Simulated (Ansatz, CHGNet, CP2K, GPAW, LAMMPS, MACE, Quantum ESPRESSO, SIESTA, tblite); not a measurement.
# Running glassy 69SiO2-10CaO-10Na2O-10BaO (mol %) (81 atoms) with CP2K

Aim: run glassy 69SiO2-10CaO-10Na2O-10BaO (mol %) (81 atoms) in CP2K and see how near its forces come to a plane-wave reference, and at what cost.

Program: CP2K 2026.2. Level of theory: the method is named at each step. Values are calculated unless marked as measured.

**1. The structure**

The cell holds 81 atoms: 20 Si, 3 Ca, 6 Na, 3 Ba and 49 O. Its edges and angles: a = 10.453 Å, b = 10.453 Å, c = 10.453 Å, α = 90.0°, β = 90.0°, γ = 90.0°. 81 atoms (20 Si, 3 Ca, 6 Na, 3 Ba, 49 O) placed at random at 2.8 g/cm³, melted at 4000 K for 10 ps at fixed volume with the Morse and Coulomb pair potential with partial charges (Pedone, Malavasi, Menziani, Cormack and Segre, J. Phys. Chem. B 110, 11780 (2006)). Quenched from 4000 K to 300 K at 8 K/ps and fixed volume, held 10 ps at zero pressure.

The yardstick, on the same geometry:

| Item | Value |
| --- | --- |
| method | Kohn-Sham DFT, PBE, PAW, plane waves (Ansatz 0.2.0); cutoff 420 eV, Γ point, fermi-dirac smearing of 0.05 eV; PAW set soft_2 |
| r.m.s. force component | 1.293 eV/Å |
| longest force | 5.352 eV/Å |
| pressure | 5.46 GPa |
| gap (highest filled to lowest empty level) | 2.944 eV |
| SCF cycles | 9 |
| time | 6.8 s on 8 threads of Arm Neoverse V2, shared host |
| CPU time | 49 s |

**2. PBE, DZVP-MOLOPT-SR, 800/50 Ry, OT CG**

Method: Kohn-Sham DFT, PBE, GTH-PBE pseudopotentials, Gaussian and plane waves, DZVP-MOLOPT-SR-GTH, orbital transformation.

The input, input.inp:

```
&GLOBAL
  PROJECT cell
  RUN_TYPE ENERGY_FORCE
  PRINT_LEVEL LOW
&END GLOBAL
&FORCE_EVAL
  METHOD QS
  STRESS_TENSOR ANALYTICAL
  &DFT
    BASIS_SET_FILE_NAME BASIS_MOLOPT
    POTENTIAL_FILE_NAME GTH_POTENTIALS
    &MGRID
      CUTOFF 800
      REL_CUTOFF 50
      NGRIDS 5
    &END MGRID
    &QS
      EPS_DEFAULT 1.0E-12
    &END QS
    &SCF
      SCF_GUESS ATOMIC
      EPS_SCF 1.0E-06
      MAX_SCF 30
      &OT
        MINIMIZER CG
        PRECONDITIONER FULL_ALL
        ENERGY_GAP 0.001
      &END OT
      &OUTER_SCF
        EPS_SCF 1.0E-06
        MAX_SCF 8
      &END OUTER_SCF
      &PRINT
        &RESTART OFF
        &END RESTART
      &END PRINT
    &END SCF
    &XC
      &XC_FUNCTIONAL PBE
      &END XC_FUNCTIONAL
    &END XC
    &PRINT
      &MULLIKEN ON
      &END MULLIKEN
      &LOWDIN ON
      &END LOWDIN
      &MO_CUBES
        NHOMO 1
        NLUMO 4
        WRITE_CUBE F
      &END MO_CUBES
    &END PRINT
  &END DFT
  &SUBSYS
    &CELL
      A 10.45342 0.00000 0.00000
      B 0.00000 10.45342 0.00000
      C 0.00000 0.00000 10.45342
    &END CELL
    &COORD
      Si 9.66565 7.84027 6.91441
      Si 7.35618 0.19004 1.28932
      Si 3.89359 9.83510 7.65797
      Si 3.93592 2.13260 0.90349
      Si 10.45300 0.24273 0.62741
      Si 1.17841 4.73927 8.87694
      Si 7.65880 3.34185 0.95314
      Si 6.75019 5.46379 9.42167
      Si 1.23998 0.87861 3.48381
      Si 9.50613 6.88734 9.82998
      Si 3.98077 10.03466 2.31292
      Si 5.25880 4.17395 2.86601
      Si 1.22148 10.13919 6.32317
      Si 3.08909 4.63013 6.59214
      Si 2.37387 8.88164 10.33582
      Si 0.00272 1.78158 8.49121
      Si 9.11653 5.12333 5.53383
      Si 4.84756 2.40930 8.31246
      Si 1.30898 4.04286 4.07035
      Si 7.77369 2.59119 7.00327
      Ca 0.84767 3.35461 1.18155
      Ca 4.27942 6.82535 8.37685
      Ca 3.25864 5.85412 1.22054
      Na 5.98103 4.90840 5.80740
      Na 9.64663 5.90461 2.61074
      Na 7.97042 2.72489 3.74107
      Na 8.87506 10.37241 4.67540
      Na 3.90425 7.23460 4.50417
      Na 6.36373 7.51423 6.31763
      Ba 7.43332 9.95720 8.66850
      Ba 5.36574 0.61560 5.04179
      Ba 7.02700 7.31656 2.26975
      O 5.39156 5.77844 10.26369
      O 3.19383 9.46191 9.00196
      O 1.32800 2.46648 3.55280
      O 7.90456 6.56088 9.77782
      O 8.27660 4.00512 6.45509
      O 8.11948 5.80217 4.47511
      O 7.61594 1.61673 5.84628
      O 7.42266 4.09868 9.98281
      O 2.46868 1.66931 0.70487
      O 8.88656 1.85527 8.07934
      O 1.51188 4.97917 2.83904
      O 2.49105 7.36161 10.03403
      O 0.75944 0.32040 4.92607
      O 0.53971 3.36224 8.22747
      O 6.33446 2.66071 7.79647
      O 4.11792 3.44649 1.91559
      O 7.53660 0.22004 2.81511
      O 2.83957 9.93159 6.45478
      O 4.84359 5.65509 2.91473
      O 0.30022 0.52706 2.24236
      O 6.27937 5.71948 7.94000
      O 6.42812 9.62425 0.58163
      O 9.71457 6.33111 6.41924
      O 7.42674 1.77144 0.82812
[... 21 atom lines left out ...]
      O 5.39396 3.36255 4.25057
      O 2.07668 5.40578 7.65995
      O 2.29829 4.08656 5.31776
      O 0.02666 1.53393 10.06288
    &END COORD
    &KIND Si
      BASIS_SET DZVP-MOLOPT-SR-GTH-q4
      POTENTIAL GTH-PBE-q4
    &END KIND
    &KIND Ca
      BASIS_SET DZVP-MOLOPT-SR-GTH-q10
      POTENTIAL GTH-PBE-q10
    &END KIND
    &KIND Na
      BASIS_SET DZVP-MOLOPT-SR-GTH-q9
      POTENTIAL GTH-PBE-q9
    &END KIND
    &KIND Ba
      BASIS_SET DZVP-MOLOPT-SR-GTH-q10
      POTENTIAL GTH-PBE-q10
    &END KIND
    &KIND O
      BASIS_SET DZVP-MOLOPT-SR-GTH-q6
      POTENTIAL GTH-PBE-q6
    &END KIND
  &END SUBSYS
  &PRINT
    &FORCES ON
    &END FORCES
    &STRESS_TENSOR ON
    &END STRESS_TENSOR
  &END PRINT
&END FORCE_EVAL
```

The run is started by

```
$ OMP_NUM_THREADS=1 mpirun -np 4 cp2k.psmp -i input.inp > output.txt
```

What it wrote:

```text
CP2K| version string:                                       CP2K version 2026.2
 CP2K| Input file name                                                 input.inp
 GLOBAL| Basis set file name                                        BASIS_MOLOPT
 GLOBAL| Potential file name                                      GTH_POTENTIALS
 GLOBAL| Run type                                                   ENERGY_FORCE
 GLOBAL| Total number of message passing processes                             4
 GLOBAL| Number of threads for this process                                    1
 TOTAL NUMBERS AND MAXIMUM NUMBERS
  Total number of            - Atomic kinds:                                   5
                             - Atoms:                                         81
                             - Shell sets:                                    81
                             - Shells:                                       411
                             - Primitive Cartesian functions:                403
                             - Cartesian basis functions:                   1110
                             - Spherical basis functions:                   1035
  Maximum angular momentum of- Orbital basis functions:                        2
                             - Local part of the GTH pseudopotential:          2
                             - Non-local part of the GTH pseudopotential:      3
 SCF PARAMETERS         Density guess:                                    ATOMIC
                        max_scf:                                              30
                        eps_scf:                                        1.00E-06
                        Outer loop SCF in use
                        eps_scf                                         1.00E-06
                        max_scf                                                8
 Extrapolation method: initial_guess
 Number of electrons:                                                        488
[... lines left out ...]
  Step     Update method      Time    Convergence         Total energy    Change
[... lines left out ...]
  Exchange-correlation energy:                               -271.749362
  Total energy:                                             -1341.947056
  outer SCF iter =    1 RMS gradient =   0.15E-03 energy =      -1341.9470561876
  ----------------------------------- OT ---------------------------------------
  Minimizer      : CG                  : conjugate gradient
  Preconditioner : FULL_ALL            : diagonalization, state selective
  Precond_solver : DEFAULT
  Line search    : 2PNT                : 2 energies, one gradient
  stepsize       :    0.15000000                  energy_gap     :    0.00100000
  eps_taylor     :   0.10000E-15                  max_taylor     :             4
  ----------------------------------- OT ---------------------------------------
  Step     Update method      Time    Convergence         Total energy    Change
[...]
- OT LS       0.12E+00    1.2                    -1341.9518004452
     5 OT CG       0.12E+00    2.9     0.00000117     -1341.9518004497 -2.63E-07
     - OT LS       0.12E+00    1.2                    -1341.9518004698
     6 OT CG       0.12E+00    2.9     0.00000038     -1341.9518004698 -2.01E-08
  *** SCF run converged in     6 steps ***
  Electronic density on regular grids:       -488.0000000117       -0.0000000117
  Core density on regular grids:              487.9999999997       -0.0000000003
  Total charge density on r-space grids:       -0.0000000120
  Total charge density g-space grids:          -0.0000000120
  Overlap energy of the core charge distribution:               1.55139e-06
  Self energy of the core charge distribution:              -3375.315256
  Core Hamiltonian energy:                                    925.985032
  Hartree energy:                                            1379.130492
  Exchange-correlation energy:                               -271.752071
  Total energy:                                             -1341.951800
  outer SCF iter =    2 RMS gradient =   0.38E-06 energy =      -1341.9518004698
  outer SCF loop converged in   2 iterations or   70 steps
 !-----------------------------------------------------------------------------!
                     Mulliken Population Analysis
 #  Atom  Element  Kind  Atomic population                           Net charge
       1     Si       1          3.214407                              0.785593
       2     Si       1          3.398297                              0.601703
       3     Si       1          3.374065                              0.625935
[...]
# Total charge                            488.000000                 -0.000000
 !-----------------------------------------------------------------------------!
 LOWDIN POPULATION ANALYSIS
 #  Atom  Element  Kind  Atomic population                           Net charge
[...]
80     O        5          6.478827                             -0.478827
      81     O        5          6.499200                             -0.499200
 # Total charge                            488.000000                 -0.000000
  Eigenvalues of the occupied subspace spin            1
      -1.77926690     -1.77453486     -1.76800666     -1.74832524
      -1.74322488     -1.71930161     -1.33422825     -1.32308142
      -1.31840885     -0.86277058     -0.85931958     -0.85170041
[...]
0.12685858      0.12988650      0.13810965      0.13932022
 Fermi Energy [eV] :    3.791096
  Using OT eigensolver for additional unoccupied orbitals spin            1
  Lowest Eigenvalues of the unoccupied subspace spin            1
 WARNING : did not converge in ot_eigensolver
 number of iterations          299  exceeded maximum
 current gradient / target gradient   2.299550E-005  /    1.000000E-005
       0.24280417      0.27422572      0.29355523      0.30017700
 HOMO - LUMO gap [eV] :    2.815942
 ENERGY| Total FORCE_EVAL ( QS ) energy [hartree]          -1341.951800
 FORCES| Atomic forces [hartree/bohr]
 FORCES|   Atom     x               y               z               |f|
 FORCES|      1  1.66709691E-02  1.46307119E-03  3.51895752E-02   3.89662417E-02
 FORCES|      2  3.60669558E-02  3.21705032E-02 -3.39690685E-03   4.84489995E-02
 FORCES|      3 -2.38310857E-02  2.15866405E-02  4.44180499E-02   5.48349054E-02
[...]
FORCES|     80  6.38339511E-03 -1.90550451E-02 -3.72191875E-03   2.04375917E-02
 FORCES|     81 -7.40773902E-04 -4.63335352E-03  2.78611851E-02   2.82535368E-02
 FORCES| Sum    -5.76336289E-03  2.49266611E-02  5.34205318E-03
 FORCES| Total atomic force                                       2.61360349E-02
 STRESS| Analytical stress tensor [bar]
 STRESS|                        x                   y                   z
 STRESS|      x        6.22359194320E+04   7.20030398145E+03   1.83072321596E+04
 STRESS|      y        7.20030398145E+03   5.31389927524E+04   1.11576266363E+04
 STRESS|      z        1.83072321596E+04   1.11576266363E+04   5.59692565240E+04
 STRESS| 1/3 Trace                                             5.71147229028E+04
```

It took 2.6 min on 4 MPI ranks of Arm Neoverse V2, shared host; peak memory 4 GiB; 11 min of CPU time.

Banners and routine set-up lines are dropped from the logs; longer cuts are marked.

The solver for the empty levels stopped short of its threshold, so the gap is rough; its iterations count in the time.

Compared with the plane-wave run:

* r.m.s. force component: 1.279 eV/Å
* r.m.s. difference of force components: 128.6 meV/Å
* longest difference of force vectors: 734.1 meV/Å
* force difference over r.m.s. force: 9.944 %
* slope of forces against the reference's: 0.9844
* correlation of force components: 0.9951
* gap (highest filled to lowest empty level): 2.816 eV
* gap difference: -0.1285 eV
* pressure: 5.712 GPa
* pressure difference: 0.2515 GPa

Length of the force difference by element (eV/Å):

| element | atoms | mean | most |
| --- | --- | --- | --- |
| Ba | 3 | 0.18 | 0.27 |
| Ca | 3 | 0.099 | 0.17 |
| Na | 6 | 0.46 | 0.73 |
| O | 49 | 0.13 | 0.32 |
| Si | 20 | 0.24 | 0.45 |

The surroundings of O72, whose charge lies farthest from its element's mean, nearest first, numbered as they follow in the input and with coordinates relative to it.

| atom | x | y | z | distance (Å) | Mulliken charge (e) | Fx | Fy | Fz (eV/Å) |
| --- | --- | --- | --- | --- | --- | --- | --- | --- |
| O72 | 0.00 | 0.00 | 0.00 | 0.00 | -0.77 | 2.59 | 2.22 | -0.73 |
| Si14 | -0.86 | -1.21 | 0.40 | 1.54 | 0.77 | -1.35 | -0.55 | 1.77 |
| Na28 | -0.05 | 1.39 | -1.68 | 2.18 | 0.82 | -0.57 | 0.32 | -0.22 |
| Na24 | 2.03 | -0.94 | -0.38 | 2.27 | 0.74 | 0.29 | -0.63 | 0.02 |
| Ca22 | 0.33 | 0.98 | 2.19 | 2.42 | 1.19 | -0.90 | -1.00 | 1.29 |
| O79 | -1.88 | -0.44 | 1.47 | 2.42 | -0.55 | -0.48 | 0.04 | -0.09 |
| O80 | -1.65 | -1.76 | -0.87 | 2.57 | -0.45 | 0.33 | -0.98 | -0.19 |
| O74 | -0.17 | -2.41 | 1.31 | 2.75 | -0.50 | 1.07 | -0.85 | -0.18 |
| O53 | 2.33 | -0.13 | 1.75 | 2.91 | -0.73 | -0.07 | 0.26 | -2.33 |
| Na29 | 2.41 | 1.67 | 0.13 | 2.93 | 0.73 | 1.34 | -0.90 | 0.26 |

Forces lie 9.9 % from the reference's, at 13 times its CPU time (on 4 against 8 cores); the SCF took 70 steps, which the time reflects.

The forces add up to 1.3 eV/Å instead of zero, usually a sign of too coarse a grid.

**3. PBE, SZV-MOLOPT-SR, 800/50 Ry, OT CG**

Method: Kohn-Sham DFT, PBE, GTH-PBE pseudopotentials, Gaussian and plane waves, SZV-MOLOPT-SR-GTH, orbital transformation.

Changes to input.inp since step 2:

```diff
@@ -59,7 +59,8 @@
     &END CELL
-    &COORD
-[... 81 atom lines left out: the same atoms as in the first run ...]
-    &END COORD
+    &TOPOLOGY
+      COORD_FILE_NAME structure.xyz
+      COORD_FILE_FORMAT XYZ
+    &END TOPOLOGY
     &KIND Si
-      BASIS_SET DZVP-MOLOPT-SR-GTH-q4
+      BASIS_SET SZV-MOLOPT-SR-GTH-q4
       POTENTIAL GTH-PBE-q4
@@ -67,3 +68,3 @@
     &KIND Ca
-      BASIS_SET DZVP-MOLOPT-SR-GTH-q10
+      BASIS_SET SZV-MOLOPT-SR-GTH-q10
       POTENTIAL GTH-PBE-q10
@@ -71,3 +72,3 @@
     &KIND Na
-      BASIS_SET DZVP-MOLOPT-SR-GTH-q9
+      BASIS_SET SZV-MOLOPT-SR-GTH-q9
       POTENTIAL GTH-PBE-q9
@@ -75,3 +76,3 @@
     &KIND Ba
-      BASIS_SET DZVP-MOLOPT-SR-GTH-q10
+      BASIS_SET SZV-MOLOPT-SR-GTH-q10
       POTENTIAL GTH-PBE-q10
@@ -79,3 +80,3 @@
     &KIND O
-      BASIS_SET DZVP-MOLOPT-SR-GTH-q6
+      BASIS_SET SZV-MOLOPT-SR-GTH-q6
       POTENTIAL GTH-PBE-q6
```

The input, structure.xyz:

```xyz
81

Si 9.66565 7.84027 6.91441
Si 7.35618 0.19004 1.28932
Si 3.89359 9.83510 7.65797
Si 3.93592 2.13260 0.90349
Si 10.45300 0.24273 0.62741
Si 1.17841 4.73927 8.87694
Si 7.65880 3.34185 0.95314
Si 6.75019 5.46379 9.42167
Si 1.23998 0.87861 3.48381
Si 9.50613 6.88734 9.82998
Si 3.98077 10.03466 2.31292
Si 5.25880 4.17395 2.86601
Si 1.22148 10.13919 6.32317
Si 3.08909 4.63013 6.59214
Si 2.37387 8.88164 10.33582
Si 0.00272 1.78158 8.49121
Si 9.11653 5.12333 5.53383
Si 4.84756 2.40930 8.31246
Si 1.30898 4.04286 4.07035
Si 7.77369 2.59119 7.00327
[... 57 atom lines left out ...]
O 5.39396 3.36255 4.25057
O 2.07668 5.40578 7.65995
O 2.29829 4.08656 5.31776
O 0.02666 1.53393 10.06288
```

The run is started by

```
$ OMP_NUM_THREADS=2 cp2k.psmp -i input.inp > output.txt
```

What it wrote:

```text
CP2K| version string:                                       CP2K version 2026.2
 CP2K| Input file name                                                 input.inp
 GLOBAL| Basis set file name                                        BASIS_MOLOPT
 GLOBAL| Potential file name                                      GTH_POTENTIALS
 GLOBAL| Run type                                                   ENERGY_FORCE
 GLOBAL| Total number of message passing processes                             1
 GLOBAL| Number of threads for this process                                    2
 TOTAL NUMBERS AND MAXIMUM NUMBERS
  Total number of            - Atomic kinds:                                   5
                             - Atoms:                                         81
[... lines left out ...]
 Number of electrons:                                                        488
[... lines left out ...]
  Step     Update method      Time    Convergence         Total energy    Change
[... lines left out ...]
  Total energy:                                             -1335.351621
[... lines left out ...]
  Step     Update method      Time    Convergence         Total energy    Change
[... lines left out ...]
  *** SCF run converged in     7 steps ***
[... lines left out ...]
  Total energy:                                             -1335.359990
[... lines left out ...]
  outer SCF loop converged in   2 iterations or   72 steps
[... lines left out ...]
      81     O        5          6.678171                             -0.678171
 # Total charge                            488.000000                  0.000000
  Eigenvalues of the occupied subspace spin            1
      -1.80445301     -1.78916002     -1.78765394     -1.78135438
      -1.77712284     -1.74212148     -1.40808286     -1.40016770
      -1.39798356     -0.90796728     -0.90419646     -0.89975267
[...]
0.23030478      0.23709290      0.23982731      0.24376400
 Fermi Energy [eV] :    6.633156
  Using OT eigensolver for additional unoccupied orbitals spin            1
  Lowest Eigenvalues of the unoccupied subspace spin            1
 OT| Eigensolver reached convergence in 61 iterations
       0.29572037      0.35678792      0.37635611      0.38227159
 HOMO - LUMO gap [eV] :    1.413805
 ENERGY| Total FORCE_EVAL ( QS ) energy [hartree]          -1335.359990
 FORCES| Atomic forces [hartree/bohr]
 FORCES|   Atom     x               y               z               |f|
 FORCES|      1  6.10944650E-02 -1.55396531E-02  4.06596026E-02   7.50147835E-02
 FORCES|      2  2.47030768E-02  4.95078668E-02 -1.34789465E-02   5.69469303E-02
 FORCES|      3 -3.29356573E-02  3.53737349E-02  4.52036586E-02   6.61772574E-02
[...]
FORCES|     80  1.44092730E-02 -3.38745848E-02 -1.49720124E-03   3.68423161E-02
 FORCES|     81 -4.82443123E-04  2.01839248E-02  5.07978045E-02   5.46629721E-02
 FORCES| Sum    -7.01283758E-03  2.70305603E-02  5.98588928E-03
 FORCES| Total atomic force                                       2.85597961E-02
 STRESS| Analytical stress tensor [bar]
 STRESS|                        x                   y                   z
 STRESS|      x        2.55013609299E+05   1.92131394022E+03   3.04621356755E+04
 STRESS|      y        1.92131394022E+03   2.50890691054E+05   4.84103578109E+03
 STRESS|      z        3.04621356755E+04   4.84103578109E+03   2.75114461488E+05
 STRESS| 1/3 Trace                                             2.60339587280E+05
```

Run time: 4 min. Hardware: 2 threads; peak memory 2.2 GiB.

Compared with the plane-wave run:

- r.m.s. force component: 2.243 eV/Å
- r.m.s. difference of force components: 1149 meV/Å
- longest difference of force vectors: 4479 meV/Å
- force difference over r.m.s. force: 88.8 %
- slope of forces against the reference's: 1.61
- correlation of force components: 0.9282
- gap (highest filled to lowest empty level): 1.414 eV
- gap difference: -1.531 eV
- pressure: 26.03 GPa
- pressure difference: 20.57 GPa

This is a coarse setting, run to see what it loses.

Against the first run (9.9 %), the force difference from the reference is 89 %, at 0.68 times the CPU time (on 2 against 4 cores), with 336 basis functions against 1035: the smaller basis costs accuracy.

The forces add up to 1.5 eV/Å instead of zero, usually a sign of too coarse a grid.

(Part 1 of 4 ends here.)

[Long decimals in the printed logs are rounded to 6 places.]

[Also dropped from logs without a mark: lines with file paths, logging warnings of Python, QE's lines on negative density and diagonalisation, SIESTA's first energy breakdown, zero terms and Voronoi charges.]

[Logs are printed without paths, hosts, clocks, repeated set-up lines and the standing remarks that a program may print on its own settings, such as how far it seeks lower states.]

[Hosts, paths, dates, database ids (printed as entryN), source tags and the programs' standing remarks are cut or masked in the printed files.]

[Most failed runs of this program on this cell are left out, timed-out ones always.]
